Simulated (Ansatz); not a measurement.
# Changed inputs in constrained RPA: KFeBr3 (cubic perovskite) (Pm-3m)

Aim: hold the target of a cRPA run on KFeBr3 (cubic perovskite) (Pm-3m) and move one thing at a time.

Method: constrained RPA on LDA, plane waves, PAW, in Ansatz 0.2.0.

The structure was built from a prototype and need not be the compound's stable phase.

In doubt: RPA on norm-conserving files with a d shell is listed as unsure (step 7), so the values of those runs are not to be relied on.

### 1. The structure

The structure is cubic, space group Pm-3m (No. 221). Conventional cell: a = 4.864 Å, b = 4.864 Å, c = 4.864 Å, α = 90.00°, β = 90.00°, γ = 90.00°. Nearest to K lie 12 Br at 3.44 Å. Nearest to Fe lie 6 Br at 2.43 Å. Nearest to Br lie 2 Fe at 2.43 Å and 4 K at 3.44 Å. Farther neighbours and most contacts between anions are not listed.

The structure was relaxed with LDA. The structure type comes from a generator and need not be one that this composition takes. The structure was generated from a model, not taken from a measurement. The runs that relaxed it are not among those shown. The program's search for lower electronic states was switched off, so nothing shows that the state found is the lowest. The default PAW set here is soft_2. Its files were made with PBE.

### 2. Base: Fe d, bands v3 to c2, 4×4×4 mesh, medium accuracy

Constrained RPA screens the interaction with every transition except those inside the target bands, which a later many-body model would treat itself.

input.yaml

```yaml
crystal:
  lattice:
    - [0.0, 0.0, -4.86441326]
    - [0.0, -4.86441326, 0.0]
    - [-4.86441326, 0.0, 0.0]
  atoms:
    - { symbol: K, position: [0.0, 0.0, 0.0] }
    - { symbol: Fe, position: [0.5, 0.5, 0.5] }
    - { symbol: Br, position: [0.5, 0.5, 0.0] }
    - { symbol: Br, position: [0.5, 0.0, 0.5] }
    - { symbol: Br, position: [0.0, 0.5, 0.5] }
kpoints:
  mp_grid: { grid: [6, 6, 6] }
hamiltonian:
  xc: lda
scf:
  occupations: { method: gaussian, width: 0.08 }
  n_extra_bands: 19
  max_iter: 150
  lower_state_search: "off"
output:
  crpa:
    kmesh: [4, 4, 4]
    target_bands: [v3, c2]
    projections: [{ species: Fe, l: d, shell: 3 }]
  local_orbitals:
    kmesh: [8, 8, 8]
    orbitals: [{ species: Fe, l: d, shell: 3 }]
    window: { bands: [v3, c2] }
    seedname: lo
```

The run is started by

```console
ansatz run input.yaml --threads 4 --pin off --max-ram 9216MiB --backend cpu --events-out ev --progress --plain --runs-dir out
```

Numbers of over 12 decimals in the logs are rounded to 6 here.

The log of the run:

```text
scf.n_extra_bands = 19 over 23 filled bands (N_el = 46.0): the run solves 42 bands
Engine: ansatz 0.2.0, aarch64-unknown-linux-gnu
Pseudopotentials: kind: paw
Pseudopotential: K, paw, valence charge 9, recommended cutoff 420 eV (normal), K.paw.azcp
Pseudopotential: Fe, paw, valence charge 16, recommended cutoff 420 eV (normal), Fe.paw.azcp
Pseudopotential: Br, paw, valence charge 7, recommended cutoff 420 eV (normal), Br.paw.azcp
Functional definition: SPW92
  exchange = slater_x
  correlation = pw_c
Crystal: 5 atoms, lattice volume = 115.104 Å³
Basis set: ecut = 420 eV, 2301 PW (Γ)
Bands: 42, of which v1, the nominal top of the filled ones, is band 23 counted from 1 (22 counted from 0)
Symmetry: 48 space group operations
Space group: Pm-3m (ITA 221), of the structure as read, at distance tolerance 4.9e-5 Å
k-points: 20 of 216
Non-local potential: K, projectors of the file, l = 0: 3, l = 1: 2, l = 2: 2
Non-local potential: Fe, projectors of the file, l = 0: 3, l = 1: 2, l = 2: 3, l = 3: 1
Non-local potential: Br, projectors of the file, l = 0: 2, l = 1: 2, l = 2: 2
PAW form: soft (Blöchl's): semilocal exchange-correlation on the pseudo side does not see the compensation charge
PAW frozen core: K, regenerated for the run's functional, and the local potential with it (the file was generated under x = pbe(κ = 0.804, μ = 0.219515), c = pbe(β = 0.066725))
PAW frozen core: Fe, regenerated for the run's functional, and the local potential with it (the file was generated under x = pbe(κ = 0.804, μ = 0.219515), c = pbe(β = 0.066725))
PAW frozen core: Br, regenerated for the run's functional, and the local potential with it (the file was generated under x = pbe(κ = 0.804, μ = 0.219515), c = pbe(β = 0.066725))
PAW one-centre angular grid: K, 110 points (default); XC on 64 Gauss nodes
PAW one-centre angular grid: Fe, 590 points (default); XC on 64 Gauss nodes
PAW one-centre angular grid: Br, 110 points (default); XC on 64 Gauss nodes
Initial density: superposition of atomic densities (neutral atoms: chi_scale 0, normalization atom), corrected by the library's trained network
Initial wavefunctions: pseudopotential atomic-orbital guess
Functional: x = slater, c = lda
SCF iter   1: F=—  HF=-14001.060230 eV  |F-HF|=—  |Δ(HF+E_count)|=         —  Δρ=7.30e-3  dr2=6.24e-2  ethr=1.77e-3  ⟨swp⟩=6.3  Hψ=4113  notcnv=0  defer=138
preconditioner: auto → Kerker (q_TF=auto, 2.342 Å⁻¹)  [metal: Δε(μ)=0.001 eV  Ē_g=14.314 eV  σ=0.080 eV  W_gap=0.01  n_scr=26 (ndim 8)  ℏωp=20.8 eV  f_vac=0.009  D(μ)=13.38/eV (n_scr^D=178)]
SCF iter   2: F=—  HF=-14001.053997 eV  |F-HF|=—  |Δ(HF+E_count)|=   6.23e-3  Δρ=4.22e-3  dr2=2.52e-2  ethr=1.36e-4  ⟨swp⟩=1.6  Hψ=1043  notcnv=0  defer=183
[...]
NSCF: frozen V_eff on 38 k-points
NSCF: frozen V_eff on 10 k-points
[...]
cRPA screening: q 1/64
cRPA screening: q 2/64
cRPA screening: q 8/64 (q-point 3)
cRPA screening: q 11/64 (q-point 6)
cRPA screening: q 23/64 (q-point 7)
cRPA screening: q 35/64 (q-point 11)
cRPA screening: q 38/64 (q-point 22)
cRPA screening: q 46/64 (q-point 23)
cRPA screening: q 58/64 (q-point 27)
cRPA screening: q 64/64 (q-point 43)
SCF converged after 8 iterations
Free energy (F): -14001.049096 eV
Harris-Foulkes:  -14001.049096 eV  (|F-HF|=2.24e-9)
Internal energy: -14001.006437 eV  (E = F + TS)
E sigma→0 (E₀):  -14001.027766 eV
Entropy (-TS):   -0.042659 eV (-8.532 meV/atom)
Fermi energy:    6.839182 eV
--- Per-component energies (eV) ---
  E_band       = -470.321273
  E_kinetic    = 1011.810108
  E_local      = -4771.936768  (includes V_loc(G=0)·N_el)
  E_nonlocal   = 459.457607
  E_hartree    = 1915.546041
  E_xc         = -1034.974043
  E_vxc        = -631.203164  (∫ρ·V_xc dr)
  E_paw        = -8532.987588  (= ΣΔE_a)
  E_vpaw       = -369.541851  (= ΣTr[D̂ρ^β])
  E_aug_tail   = 0.000794  (compensation charges beyond the density's cutoff)
  E_ewald      = -3049.201158
  E_core_change = 1.278569  (= ΣΔE_core)
  E_smearing   = -0.042659  (= −TS)
  E_closure    = 0.000000  (closes the sum)
  Σ components = -14001.049096   (vs F -14001.049096, Δ=0.00e0)
--- Band table (eV; the first three rows and the last of 20) ---
  k-point 0: bands = [... 19 lower, 5.0290, 5.8671, 5.8671, 5.8671, 6.2777, 6.2777, 9.2334, 10.2083, ... 15 higher]
  k-point 1: bands = [... 19 lower, 4.8552, 5.8732, 6.2337, 6.2337, 6.2800, 6.6724, 9.6806, 10.8066, ... 15 higher]
  k-point 2: bands = [... 19 lower, 4.7431, 5.8855, 6.2835, 6.6790, 6.6790, 6.9933, 10.8909, 11.7305, ... 15 higher]
  k-point 19: bands = [... 19 lower, 5.6151, 6.9131, 6.9131, 6.9131, 9.2979, 9.2979, 10.5905, 11.7825, ... 15 higher]
--- cRPA (band scheme, projected local orbitals): target bands 21..25 (1-based), 5 Wannier function(s), 4×4×4 mesh, 50 bands' worth read of 55 solved, ecut_chi 136.0 eV, v(q+G=0) probe_charge, pair densities all_electron ---
  bands read: the sum over 50 bands ends inside a degenerate multiplet in 4 slots, whose members it reads at an even weight; the widest, k=0: bands 50 to 52 (counted from 1) at 1/3 each
  χ-basis size per q: N_G = 388..437
  window electrons = 6.0000, filled by tetrahedron_uncorrected; constrained ε̄⁻¹(q = 0, 0) head = 0.237776; min gauge Gram eig = 0.5513
  Kanamori averages over each shell's own Wannier functions (sites counted from 0, functions from 1):
    Site 1, 3D, 5 of 5 d orbitals (Wannier functions 1, 2, 3, 4, 5; wannier90's mr 1, 2, 3, 4, 5):
      screened: U = 3.5430 eV, U' = 2.6520 eV, J = 0.4358 eV
      screened d-shell averages: U_bar = F0 = 2.8302 eV, J_bar = 0.6140 eV
      screened, to within: U = 3.9e-3 eV, U' = 3.9e-3 eV, J = 6.0e-4 eV
      screened d-shell averages, to within: U_bar = 2.9e-3 eV, J_bar = 8.4e-4 eV
      bare: V = 17.4403 eV, V' = 16.2463 eV, J = 0.5627 eV
      bare d-shell averages: V_bar = F0 = 16.4851 eV, J_bar = 0.8015 eV
  Hermiticity witness max|P − P†| over intra, direct and exchange elements: 8.88e-15 eV (screened), 3.55e-15 eV (bare)
  Reality witness max|Im| over intra, direct and exchange elements: 3.60e-19 eV (screened), 2.00e-18 eV (bare)
```

Run time: 2.4 min. Hardware: 4 threads of Arm Neoverse V2, shared host; peak memory 0.78 GiB.

This step gave:

* U: 3.543 eV
* U prime (inter-orbital): 2.652 eV
* J: 0.4358 eV
* bare V: 17.44 eV
* bare J: 0.5627 eV
* stated bound on U: 0.003867 eV
* U over bare V: 0.2031
* electrons in the window: 6.000
* head of the constrained inverse dielectric matrix: 0.2378
* least eigenvalue of the projection's overlap: 0.5513
* target functions: 5
* bands in the sums: 50
* r.m.s. miss of the model bands: 0.001700 eV
* width of the target bands: 3.431 eV
* weight of the projected orbitals in the window: 0.8029

On the Fe d shell, screening brings the on-site interaction from 17.4 eV down to U = 3.54 eV.

### 3. Changed: 2×2×2 mesh

input.yaml, as its differences from that of step 2:

```diff
@@ -22,9 +22,4 @@
   crpa:
-    kmesh: [4, 4, 4]
+    kmesh: [2, 2, 2]
     target_bands: [v3, c2]
     projections: [{ species: Fe, l: d, shell: 3 }]
-  local_orbitals:
-    kmesh: [8, 8, 8]
-    orbitals: [{ species: Fe, l: d, shell: 3 }]
-    window: { bands: [v3, c2] }
-    seedname: lo
```

The log of the run:

```text
[...]
Crystal: 5 atoms, lattice volume = 115.104 Å³
Basis set: ecut = 420 eV, 2301 PW (Γ)
Bands: 42, of which v1, the nominal top of the filled ones, is band 23 counted from 1 (22 counted from 0)
Symmetry: 48 space group operations
[...]
k-points: 20 of 216
[...]
SCF iter   1: F=—  HF=-14001.060230 eV  |F-HF|=—  |Δ(HF+E_count)|=         —  Δρ=7.30e-3  dr2=6.24e-2  ethr=1.77e-3  ⟨swp⟩=6.3  Hψ=4113  notcnv=0  defer=138
[...]
SCF iter   8: F=-14001.049096 eV  HF=-14001.049096 eV  |F-HF|=2.24e-9  |Δ(HF+E_count)|=   5.85e-8  Δρ=2.20e-6  dr2=6.34e-9  ethr=2.17e-10  ⟨swp⟩=10.8  Hψ=4006  notcnv=0
SCF 1 converged in 8 iterations: F = -14001.049096 eV  dr2 = 6.34e-9
[...]
NSCF: frozen V_eff on 4 k-points
[...]
cRPA screening: q 1/8
cRPA screening: q 2/8
cRPA screening: q 5/8 (q-point 4)
cRPA screening: q 8/8
SCF converged after 8 iterations
Free energy (F): -14001.049096 eV
[...]
Internal energy: -14001.006437 eV  (E = F + TS)
E sigma→0 (E₀):  -14001.027766 eV
Entropy (-TS):   -0.042659 eV (-8.532 meV/atom)
Fermi energy:    6.839182 eV
[...]
--- Band table (eV; the first three rows and the last of 20) ---
  k-point 0: bands = [... 19 lower, 5.0290, 5.8671, 5.8671, 5.8671, 6.2777, 6.2777, 9.2334, 10.2083, ... 15 higher]
  k-point 1: bands = [... 19 lower, 4.8552, 5.8732, 6.2337, 6.2337, 6.2800, 6.6724, 9.6806, 10.8066, ... 15 higher]
  k-point 2: bands = [... 19 lower, 4.7431, 5.8855, 6.2835, 6.6790, 6.6790, 6.9933, 10.8909, 11.7305, ... 15 higher]
  k-point 19: bands = [... 19 lower, 5.6151, 6.9131, 6.9131, 6.9131, 9.2979, 9.2979, 10.5905, 11.7825, ... 15 higher]
[...]
χ-basis size per q: N_G = 388..437
[...]
screened: U = 4.2506 eV, U' = 3.2812 eV, J = 0.4738 eV
      screened d-shell averages: U_bar = F0 = 3.4751 eV, J_bar = 0.6677 eV
      screened, to within: U = 1.1e-2 eV, U' = 1.1e-2 eV, J = 7.3e-4 eV
      screened d-shell averages, to within: U_bar = 9.1e-3 eV, J_bar = 1.1e-3 eV
      bare: V = 18.5800 eV, V' = 17.3277 eV, J = 0.6038 eV
      bare d-shell averages: V_bar = F0 = 17.5782 eV, J_bar = 0.8543 eV
[...]
```

It took 17 s on 4 threads; peak memory 0.64 GiB; 59 s of CPU time.

Numbers from this step:

```yaml
u: 4.251 eV
u_prime_inter_orbital: 3.281 eV
j: 0.4738 eV
bare_v: 18.58 eV
bare_j: 0.6038 eV
stated_bound_on_u: 0.01025 eV
u_over_bare_v: 0.2288
electrons_in_the_window: 6.000
head_of_the_constrained_inverse_dielectric_matrix: 0.2120
least_eigenvalue_of_the_projection_s_overlap: 0.5513
target_functions: 5
bands_in_the_sums: 50
width_of_the_target_bands: 3.431 eV
weight_of_the_projected_orbitals_in_the_window: 0.8029
```

On the Fe d shell, screening brings the on-site interaction from 18.6 eV down to U = 4.25 eV.

### 4. Changed: accuracy high

input.yaml, as its differences from that of step 3:

```diff
@@ -22,4 +22,5 @@
   crpa:
-    kmesh: [2, 2, 2]
+    kmesh: [4, 4, 4]
     target_bands: [v3, c2]
     projections: [{ species: Fe, l: d, shell: 3 }]
+    accuracy: high
```

The log of the run:

```text
[...]
Crystal: 5 atoms, lattice volume = 115.104 Å³
Basis set: ecut = 420 eV, 2301 PW (Γ)
Bands: 42, of which v1, the nominal top of the filled ones, is band 23 counted from 1 (22 counted from 0)
Symmetry: 48 space group operations
[...]
k-points: 20 of 216
[...]
χ-basis size per q: N_G = 388..437
[...]
screened: U = 3.5435 eV, U' = 2.6524 eV, J = 0.4359 eV
      screened d-shell averages: U_bar = F0 = 2.8306 eV, J_bar = 0.6141 eV
      screened, to within: U = 7.0e-4 eV, U' = 7.0e-4 eV, J = 7.3e-5 eV
      screened d-shell averages, to within: U_bar = 5.9e-4 eV, J_bar = 1.1e-4 eV
      bare: V = 17.4403 eV, V' = 16.2463 eV, J = 0.5627 eV
      bare d-shell averages: V_bar = F0 = 16.4851 eV, J_bar = 0.8015 eV
[...]
[key lines of the parts left out:]
SCF converged after 8 iterations
Free energy (F): -14001.049096 eV
Fermi energy:    6.839182 eV
```

It took 3.3 min on 4 threads; peak memory 0.88 GiB.

This step gave:

* U: 3.543 eV
* U prime (inter-orbital): 2.652 eV
* J: 0.4359 eV
* bare V: 17.44 eV
* bare J: 0.5627 eV
* stated bound on U: 6.94e-4 eV
* U over bare V: 0.2032
* electrons in the window: 6.000
* head of the constrained inverse dielectric matrix: 0.2378
* least eigenvalue of the projection's overlap: 0.5513
* target functions: 5
* bands in the sums: 50
* width of the target bands: 3.431 eV
* weight of the projected orbitals in the window: 0.8029

On the Fe d shell, screening brings the on-site interaction from 17.4 eV down to U = 3.54 eV.

### 5. Changed: smooth pair densities

input.yaml, as its differences from that of step 4:

```diff
@@ -25,2 +25,2 @@
     projections: [{ species: Fe, l: d, shell: 3 }]
-    accuracy: high
+    pair_densities: pseudo
```

The log of the run:

```text
[...]
Crystal: 5 atoms, lattice volume = 115.104 Å³
Basis set: ecut = 420 eV, 2301 PW (Γ)
Bands: 42, of which v1, the nominal top of the filled ones, is band 23 counted from 1 (22 counted from 0)
Symmetry: 48 space group operations
[...]
k-points: 20 of 216
[...]
screened, to within: U = 2.8e-3 eV, U' = 2.8e-3 eV, J = 1.8e-4 eV
      screened d-shell averages, to within: U_bar = 2.6e-3 eV, J_bar = 2.5e-4 eV
      screened, sum over states alone: U = 4.0383 eV, U' = 2.9318 eV, J = 0.5376 eV
      screened d-shell averages, sum over states alone: U_bar = F0 = 3.1531 eV, J_bar = 0.7589 eV
      bare: V = 17.4403 eV, V' = 16.2463 eV, J = 0.5627 eV
      bare d-shell averages: V_bar = F0 = 16.4851 eV, J_bar = 0.8015 eV
[...]
[key lines of the parts left out:]
SCF converged after 8 iterations
Free energy (F): -14001.049096 eV
Fermi energy:    6.839182 eV
```

Elapsed: 2 min, on 4 threads; peak memory 0.69 GiB; 7.5 min of CPU time.

This step gave:

```
U                                                 : 3.585 eV
U prime (inter-orbital)                           : 2.644 eV
J                                                 : 0.4620 eV
bare V                                            : 17.44 eV
bare J                                            : 0.5627 eV
stated bound on U                                 : 0.002799 eV
U over bare V                                     : 0.2056
electrons in the window                           : 6.000
head of the constrained inverse dielectric matrix : 0.2380
least eigenvalue of the projection's overlap      : 0.5513
target functions                                  : 5
bands in the sums                                 : 50
width of the target bands                         : 3.431 eV
weight of the projected orbitals in the window    : 0.8029
```

On the Fe d shell, screening brings the on-site interaction from 17.4 eV down to U = 3.59 eV.

### 6. Changed: spin-orbit coupling, which the program doesn't serve

This step: constrained RPA on LDA with spin-orbit coupling, plane waves, PAW.

input.yaml, as its differences from that of step 5:

```diff
@@ -20,2 +20,5 @@
   lower_state_search: "off"
+magnetization:
+  noncollinear: true
+  spin_orbit: true
 output:
@@ -25,2 +28 @@
     projections: [{ species: Fe, l: d, shell: 3 }]
-    pair_densities: pseudo
```

The log of the run:

```text
Error: output.crpa with magnetization.noncollinear: true — the cRPA pipeline runs scalar-band solve channels only (unpolarised or collinear) — spinor oscillator elements are not implemented; use a collinear or unpolarised deck, or drop the output.crpa: request
```

It took 0.03 s on 4 threads; peak memory 0.033 GiB.

The program refused the input before any cycle.

The program's message: “Error: output.crpa with magnetization.noncollinear: true — the cRPA pipeline runs scalar-band solve channels only (unpolarised or collinear) — spinor oscillator elements are not implemented; use a col …”

The fault put into this input: spin-orbit coupling, which the program doesn't serve.

### 7. Changed: potentials

This step: constrained RPA on LDA, plane waves, norm-conserving pseudopotentials.

input.yaml, as its differences from that of step 6:

```diff
@@ -15,2 +15,3 @@
   xc: lda
+  pseudopotentials: { kind: nc }
 scf:
@@ -20,5 +21,2 @@
   lower_state_search: "off"
-magnetization:
-  noncollinear: true
-  spin_orbit: true
 output:
```

The log of the run:

```text
[...]
Crystal: 5 atoms, lattice volume = 115.104 Å³
Basis set: ecut = 1224.512381 eV, 11075 PW (Γ)
Bands: 42, of which v1, the nominal top of the filled ones, is band 23 counted from 1 (22 counted from 0)
Symmetry: 48 space group operations
[...]
k-points: 20 of 216
[...]
χ-basis size per q: N_G = 388..437
[...]
screened: U = 3.5460 eV, U' = 2.6560 eV, J = 0.4343 eV
      screened d-shell averages: U_bar = F0 = 2.8340 eV, J_bar = 0.6123 eV
      screened, to within: U = 5.2e-3 eV, U' = 5.2e-3 eV, J = 7.4e-4 eV
      screened d-shell averages, to within: U_bar = 4.1e-3 eV, J_bar = 1.1e-3 eV
      bare: V = 17.4643 eV, V' = 16.2679 eV, J = 0.5625 eV
      bare d-shell averages: V_bar = F0 = 16.5072 eV, J_bar = 0.8018 eV
[...]
[key lines of the parts left out:]
SCF converged after 13 iterations
Free energy (F): -5513.891481 eV
Fermi energy:    6.890664 eV
```

Wall time 8.9 min (4 threads); peak memory 2.1 GiB.

Numbers from this step:

| Item | Value |
| --- | --- |
| U | 3.546 eV |
| U prime (inter-orbital) | 2.656 eV |
| J | 0.4343 eV |
| bare V | 17.46 eV |
| bare J | 0.5625 eV |
| stated bound on U | 0.005188 eV |
| U over bare V | 0.2030 |
| electrons in the window | 6 |
| head of the constrained inverse dielectric matrix | 0.2380 |
| least eigenvalue of the projection's overlap | 0.5828 |
| target functions | 5 |
| bands in the sums | 50 |
| width of the target bands | 3.370 eV |
| weight of the projected orbitals in the window | 0.8160 |

On the Fe d shell, screening brings the on-site interaction from 17.5 eV down to U = 3.55 eV.

### 8. Side by side

Times are wall times on 4 threads of Arm Neoverse V2, shared host, good to a factor of about two.

```csv
run,bare V (eV),U (eV),J (eV),bound on U (eV),width (eV),time
target window,17.44,3.543,0.436,0.0039,3.43,2.4 min
2×2×2 mesh,18.58,4.251,0.474,0.0102,3.43,17 s
accuracy high,17.44,3.543,0.436,0.0007,3.43,3.3 min
smooth pair densities,17.44,3.585,0.462,0.0028,3.43,2 min
potentials,17.46,3.546,0.434,0.0052,3.37,8.9 min
```

### 9. Outcome

```json
{
 "target window": "U 3.54 eV, J 0.44 eV",
 "2×2×2 mesh": "U 4.25 eV, J 0.47 eV",
 "accuracy high": "U 3.54 eV, J 0.44 eV",
 "smooth pair densities": "U 3.59 eV, J 0.46 eV",
 "potentials": "U 3.55 eV, J 0.43 eV"
}
```

**Reading.** 2×2×2 mesh moves U by +0.71 eV at 0.12 times the time. Accuracy high moves U by +0.001 eV (within the solver's bounds, for the mean over orbitals). Smooth pair densities moves U by +0.04 eV. Potentials moves U by +0.003 eV (within the solver's bounds, for the mean over orbitals) at 3.8 times the time. The printed bound covers the solver alone, not the mesh, and no denser mesh than the base was run. The parent state is non-magnetic and the interaction static (zero frequency); U depends on the window and the orbitals, so it belongs to this model alone.

[Paths, hosts, dates, memory and timing lines, banners, echoed tables and standing remarks are left out of the program output.]

[Logs are printed without paths, hosts, clocks, repeated set-up lines and the standing remarks that a program may print on its own settings, such as how far it seeks lower states.]

[Runs of the session that timed out or met a known fault of the program may be left out.]

[Hosts, paths, dates, database ids (printed as entryN), source tags and the programs' standing remarks are cut or masked in the printed files.]
